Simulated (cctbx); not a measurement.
**Symmetry from intensities**

Cell: a = 7.6510 Å, b = 7.6510 Å, c = 20.4050 Å, α = 90.00°, β = 90.00°, γ = 120.00°. Expected content of the cell: I18 Cd3 V3.

The data are simulated with cctbx, not measured: synchrotron X-rays, λ = 0.4959 Å, to d = 0.7 Å, 80 % of the full sphere, strongest reflection 5000 counts, noise from counting, a 1.5 % proportional error and a noise floor of 8 counts (s.d.); no absorption.

A first pass over the reflections prints:

```text
10063 reflections to d = 0.700 A
centring   violations  <I/sigma> of those
    A       1179 of  5040      4.0
    B       1191 of  5059      4.0
    C       1126 of  4977      4.0
    I       1183 of  5026      4.0
    R          0 of  6708      0.0
    F       1748 of  7538      4.0
Laue class    unique    Rint  (classes that these axes allow; Friedel mates merged)
R -3 :H           704   0.040
R -3 m :H         427   0.417
space group    extra absences  I>4sigma  <I/sigma>
R 3 :H                  0          0         -  acentric
R -3 :H                 0          0         -  centric
Wilson B = 0.34 A^2   <|E^2-1|> = 0.900 (0.968 centric, 0.736 acentric)   E^2>4: 3.4 %
shell (A)         n   <I/sigma>
 6.80 - 1.40     93     33.4
 1.40 - 1.11     83     29.1
 1.11 - 0.97     94     25.5
 0.97 - 0.88     86     24.5
 0.88 - 0.82     85     19.8
 0.82 - 0.77     98     19.4
 0.77 - 0.73     84     17.5
 0.73 - 0.70     81     18.5
```

Q: Read the symmetry from these tables.

The reflections that R centring forbids are absent (⟨I/σ⟩ near 0), so the lattice is R.

Rint stays low (0.040) up to R -3 :H and is 0.417 or more in the other classes.

2 settings pass the absence test. No glide or screw absences show, which leaves R 3 and R -3.

⟨|E²−1|⟩ = 0.900 leans to a centrosymmetric structure. The Wilson B of 0.34 Å² means U ≈ 0.0043 Å².

The true group is R-3 (no. 148), Laue class -3, centrosymmetric. The tables only narrow the choice to the tied entries; cell content, site symmetry and trial solutions must settle it.

This is a model crystal, built by substitution and not relaxed, with assumed displacement parameters.

[Logs are printed without paths, hosts, clocks, repeated set-up lines and the standing remarks that a program may print on its own settings, such as how far it seeks lower states.]
